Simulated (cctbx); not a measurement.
# What is wrong with this refinement?

Cell a = 4.1510 Å, b = 4.1510 Å, c = 9.4080 Å, α = 90.00°, β = 90.00°, γ = 90.00°; space group P4/nmm (no. 129, origin choice 1). The compound is MnSnBiO.

The data are simulated with cctbx, not measured: Mo Kα, λ = 0.71073 Å, to d = 0.8 Å, 80 % of the full sphere, strongest reflection 5000 counts, noise from counting, a 2 % proportional error and a noise floor of 15 counts (s.d.); no absorption, and some extinction, which the refinements don't model.

An anisotropic refinement with weights 1/σ² prints:

```text
Rint 0.044, 129 unique reflections to 0.80 A
cycle     R1     wR2    GooF  max shift (A)
   1  0.0438  0.0826   3.494   0.00299
   2  0.0420  0.0797   3.373   0.00000
final R1 0.0420 wR2 0.0797 GooF 3.373  parameters 8  data/parameter 16.1
atom        x        y        z      Ueq    occ   su(xyz)  su(Uiso or U11)
Bi1    0.00000  0.50000  0.30584   0.0153  1.000  0.00021  0.0006
Sn1    0.00000  0.50000  0.88154   0.0128  1.000  0.00030  0.0009
Mn1    0.50000  0.50000  0.50000   0.0138  1.000  0.00000  0.0019
difference map: max 13.74 min -2.57 rms 0.77
Q1    0.0000  0.0000  0.0000    2   13.74  2.36 A from Sn1
Q2    0.0000  0.5000  0.2671    2    1.59  0.36 A from Bi1
Q3    0.0000  0.3242  0.3594    8    1.44  0.89 A from Bi1
Q4    0.0000  0.5000  0.9017    2    1.38  0.19 A from Sn1
Q5    0.0000  0.2199  0.6075    8    1.14  1.36 A from Mn1
Q6    0.2073  0.2927  0.2345    8    1.10  1.39 A from Bi1
```

Q: Accept it or mend it, and why?

Mend it. The fault: an atom left out, O at (1/2, 1/2, 0). Against the right model at the same level, R1 goes from 0.0189 to 0.0420 and GooF from 1.20 to 3.37 and the top difference peak, 13.7 e/Å³, lies 2.36 Å from Sn1. Q1 is the missing atom. With scattering power missing, scale and phases suffer, so peaks may also grow on the heavy atoms.

The compound is MnSnBiO. The right model at the same level gives:

```text
Rint 0.044, 129 unique reflections to 0.80 A
cycle     R1     wR2    GooF  max shift (A)
   1  0.0203  0.0334   1.424   0.00065
   2  0.0189  0.0282   1.204   0.00000
final R1 0.0189 wR2 0.0282 GooF 1.204  parameters 10  data/parameter 12.9
atom        x        y        z      Ueq    occ   su(xyz)  su(Uiso or U11)
Bi1    0.00000  0.50000  0.30557   0.0158  1.000  0.00007  0.0002
Sn1    0.00000  0.50000  0.88179   0.0128  1.000  0.00011  0.0003
Mn1    0.50000  0.50000  0.50000   0.0131  1.000  0.00000  0.0007
O1     0.50000  0.50000  0.00000   0.0286  1.000  0.00000  0.0047
difference map: max 1.23 min -2.48 rms 0.39
Q1    0.0000  0.3205  0.3636    8    1.33  0.92 A from Bi1
Q2    0.0000  0.2571  0.6367    8    1.27  1.67 A from Mn1
Q3    0.1958  0.3042  0.2327    8    1.05  1.34 A from Bi1
Q4    0.2500  0.2500  0.5000    4    0.98  1.47 A from Mn1
Q5    0.0000  0.2898  0.1311    8    0.96  1.72 A from O1
Q6    0.1051  0.2300  0.8596   16    0.88  1.22 A from Sn1
```

The model is made up (kin elements in a known structure type, no relaxation), so it says nothing on whether the phase exists.

[Middle refinement cycles are left out of these outputs.]

[Logs are printed without paths, hosts, clocks, repeated set-up lines and the standing remarks that a program may print on its own settings, such as how far it seeks lower states.]
